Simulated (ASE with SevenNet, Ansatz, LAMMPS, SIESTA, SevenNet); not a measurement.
# Machine-learned potentials on amorphous Zn13Cd21Se12S22 (68 atoms): settings against a plane-wave reference

Wanted: machine-learned potentials inputs and outputs for amorphous Zn13Cd21Se12S22 (68 atoms), checked against a plane-wave reference.

Program: ASE with SevenNet. Level of theory: the method is named at each step. Results are calculated unless marked as measured.

## Step 1: Set-up

The cell holds 68 atoms: 13 Zn, 21 Cd, 12 Se and 22 S. Cell: a = 11.980 Å, b = 11.980 Å, c = 11.980 Å, α = 90.0°, β = 90.0°, γ = 90.0°. 68 atoms (13 Zn, 21 Cd, 12 Se, 22 S) placed at random at 4.7 g/cm³, melted at 2500 K for 10 ps at fixed volume with the Stillinger-Weber II-VI potential (Zhou et al., Phys. Rev. B 88, 085309 (2013)). Quenched from 2500 K to 300 K at 100 K/ps and fixed volume, annealed at 700 K for 50 ps, held 5 ps.

The yardstick, on the same geometry:

* method: Kohn-Sham DFT, PBE, PAW, plane waves (Ansatz 0.2.0); cutoff 420 eV, Γ point, fermi-dirac smearing of 0.05 eV; PAW set soft_2
* r.m.s. force component: 0.503 eV/Å
* longest force: 1.874 eV/Å
* SCF cycles: 14
* time: 21 s on 16 threads of Arm Neoverse N1, shared host
* CPU time: 4.7 min

## Step 2: SevenNet 0 potential

Method: machine-learned interatomic potential SevenNet 0, trained on PBE(+U) plane-wave data.

Input file run.py:

```python
import numpy as np
from ase.io import read
import mlip  # loads the published weights by name

atoms = read("structure.xyz")
atoms.calc = mlip.calc("7net-0")
energy = atoms.get_potential_energy()
forces = atoms.get_forces()
print(f"energy {energy:.6f} eV")
print("forces (eV/A)")
for i, (a, f) in enumerate(zip(atoms, forces)):
    print(f"{i:4d} {a.symbol:2s} {f[0]:10.5f} {f[1]:10.5f} {f[2]:10.5f}")
```

Input file structure.xyz:

```xyz
68
Lattice="11.98020 0.00000 0.00000 0.00000 11.98020 0.00000 0.00000 0.00000 11.98020" Properties=species:S:1:pos:R:3 pbc="T T T"
Zn 1.13429 11.70885 11.45307
Zn 8.59987 0.13753 2.28151
Zn 9.18091 3.96724 2.30870
Zn 11.02897 2.95528 0.00958
Zn 7.61581 5.00377 7.85194
Zn 0.34767 5.21426 8.75309
Zn 7.63426 2.48601 11.18963
Zn 2.70130 10.36623 6.27439
Zn 0.03606 3.59694 4.68318
Zn 8.51265 2.19118 5.80105
Zn 9.23362 6.12272 11.08995
Zn 0.81945 9.37259 8.53985
Zn 11.98008 7.24359 5.46800
Cd 2.57802 0.52713 3.37267
Cd 4.05793 4.54828 4.99574
Cd 4.78441 0.07571 11.79930
Cd 6.50968 10.86293 5.07002
Cd 2.39652 3.51739 0.95183
Cd 8.77598 8.93963 7.92574
Cd 11.15920 1.67783 8.30024
Cd 9.80052 10.78841 11.03652
Cd 3.75483 8.34169 3.40190
Cd 4.34893 4.12311 9.49718
Cd 11.75413 11.29589 5.37336
Cd 11.83452 6.94995 1.94858
Cd 5.64495 3.03327 3.25334
Cd 2.14038 1.83704 7.30433
Cd 7.70267 9.15551 1.32058
Cd 8.05477 6.97703 4.35348
Cd 5.75828 5.32232 1.38874
Cd 5.93463 7.72555 10.42577
Cd 10.68742 10.32957 2.92772
Cd 5.11567 7.61713 7.47301
Cd 2.58077 7.76101 11.40575
Se 8.67283 2.94162 8.84678
Se 3.89488 5.57678 11.65757
Se 5.56900 1.68502 9.85635
Se 6.73719 0.62261 6.97775
Se 10.05307 8.08951 0.23301
Se 0.34611 7.43347 9.96309
Se 3.74369 11.91922 7.81073
Se 4.08980 1.68777 1.75294
Se 11.81847 4.22997 2.14026
Se 7.82103 10.82483 9.29652
Se 3.01494 10.49106 10.53611
Se 2.43534 6.86897 5.12357
S 11.43366 5.13915 6.47075
S 1.98632 8.31654 1.66872
S 6.18334 7.53758 2.55538
S 8.62982 4.77351 5.81938
S 10.57396 4.38487 10.03749
S 0.98717 11.09750 1.84675
S 11.18891 9.16473 6.86873
S 6.42786 10.07631 11.23024
S 9.38169 1.11416 0.22068
S 2.68932 8.30623 7.14631
[... 8 atom lines left out ...]
S 2.04286 3.47462 8.98815
S 7.89208 4.59177 0.40625
S 1.15920 2.18627 11.34824
S 10.41870 7.86716 3.72716
```

The run is started by

```bash
$ OMP_NUM_THREADS=4 python run.py > output.txt
```

Output:

```text
energy -190.403748 eV
forces (eV/A)
   0 Zn   -0.02921    0.35146    0.46072
   1 Zn    0.22107   -0.19607    0.15772
   2 Zn   -0.16839   -0.45406    0.00228
   3 Zn    0.20664   -0.37447   -0.42628
   4 Zn    0.18973    0.07231   -0.21418
   5 Zn    0.42597    0.15296   -0.42540
   6 Zn   -0.09948   -0.25766   -0.41404
   7 Zn    0.49998    0.57047   -0.13328
   8 Zn    0.28730    0.06679    0.69483
   9 Zn   -0.31105    0.17213    0.14725
  10 Zn    0.09137   -0.18266   -0.30111
  11 Zn   -0.26759   -0.08982    0.36063
  12 Zn   -0.81534   -0.08095    0.43831
  13 Cd   -0.80028   -0.79589    0.50543
  14 Cd    0.01756    0.10796    0.14572
  15 Cd   -0.16093   -0.09990   -0.36024
  16 Cd   -0.18936    0.97415   -0.15690
  17 Cd    0.12444    0.43916    0.04736
  18 Cd    0.65646   -0.19055   -0.63400
  19 Cd   -0.22697   -0.23943    0.25562
  20 Cd   -0.13157   -0.26159    0.20761
  21 Cd    0.26627   -0.36097   -0.56624
  22 Cd    0.53034   -0.38586   -0.16677
  23 Cd    0.18093   -0.08104    0.27828
[...]
60 S     0.00030   -0.65170   -0.04392
  61 S    -0.12199   -0.31162    0.12497
  62 S    -0.26804    0.85959   -0.14695
  63 S     0.42303    0.62653   -0.30031
  64 S    -1.01771    1.18631    0.12888
  65 S     0.69749   -0.47072   -0.06691
  66 S    -0.63990   -0.91916    0.04709
  67 S     0.07821   -0.04365    0.63146
```

Run time: 14 s. Hardware: 4 threads of Arm Neoverse N1, shared host; peak memory 0.7 GiB.

Banners, paths, timers and routine set-up lines are dropped from the logs unmarked, and long logs keep their key lines alone; longer cuts are marked.

Against the reference:

```yaml
r_m_s_force_component: 0.4269 eV/Å
r_m_s_difference_of_force_components: 140.7 meV/Å
longest_difference_of_force_vectors: 520 meV/Å
force_difference_over_r_m_s_force: 27.97 %
slope_of_forces_against_the_reference_s: 0.8211
correlation_of_force_components: 0.9674
```

Length of the force difference by element (eV/Å):

```tsv
element	atoms	mean	most
Cd	21	0.18	0.34
S	22	0.23	0.47
Se	12	0.27	0.52
Zn	13	0.22	0.39
```

The surroundings of Cd26, picked at random, nearest first, numbered as they follow in the input and with coordinates relative to it.

```tsv
atom	x	y	z	distance (Å)	bonds	Fx	Fy	Fz (eV/Å)
Cd26	0.00	0.00	0.00	0.00	2	0.41	0.53	0.45
S57	2.38	-0.84	0.22	2.54	4	0.18	-0.05	-0.44
Se42	-1.56	-1.35	-1.50	2.55	4	0.60	-0.01	-0.59
Cd15	-1.59	1.52	1.74	2.80	3	0.02	0.11	0.15
Cd30	0.11	2.29	-1.86	2.95	3	0.01	0.15	0.77
Zn3	3.54	0.93	-0.94	3.78	3	-0.17	-0.45	0.00
S59	-3.39	-0.40	1.69	3.81	4	-0.33	0.08	-0.46
Zn10	2.87	-0.84	2.55	3.93	4	-0.31	0.17	0.15
S66	2.25	1.56	-2.85	3.95	4	0.70	-0.47	-0.07
Cd14	-3.07	-2.51	0.12	3.96	4	-0.80	-0.80	0.51
Cd18	-3.25	0.48	-2.30	4.01	4	0.12	0.44	0.05
```

Atoms are counted from 1 here, from 0 in the log.

Forces lie 28 % from the reference's, at 0.048 times its CPU time (on 4 against 16 cores).

## Step 3: Outcome

```yaml
force_difference_from_the_reference: SevenNet 0 potential, 28 %
its_cpu_time: 14 s
```

In words: Machine-learned potentials differ by 28 % (SevenNet 0 potential); they were trained on other programs' data. Among those trained on PBE data the slope goes as low as 0.82, which softening far from their training structures can give, though the reference's k-sampling is untested too. Machine-learned potentials mimic data converged in k, so the reference's own k-point error enters their differences. The quench rate of 100 K/ps is many orders above laboratory rates, so the cell is likely richer in defects and strain than a real sample. The network of bonds at the start is that of the classical potential that made the cell, and needn't be the one that DFT or experiment would give. The electronic-structure runs sample only Γ, in a cell whose shortest periodic width is 12 Å, which is coarse for a cell with partly filled levels.

[Also dropped from logs without a mark: logging warnings of Python, and SIESTA's first energy breakdown and zero terms.]

[Logs are printed without paths, hosts, clocks, repeated set-up lines and the standing remarks that a program may print on its own settings, such as how far it seeks lower states.]

[Hosts, paths, dates, database ids (printed as entryN), source tags and the programs' standing remarks are cut or masked in the printed files.]
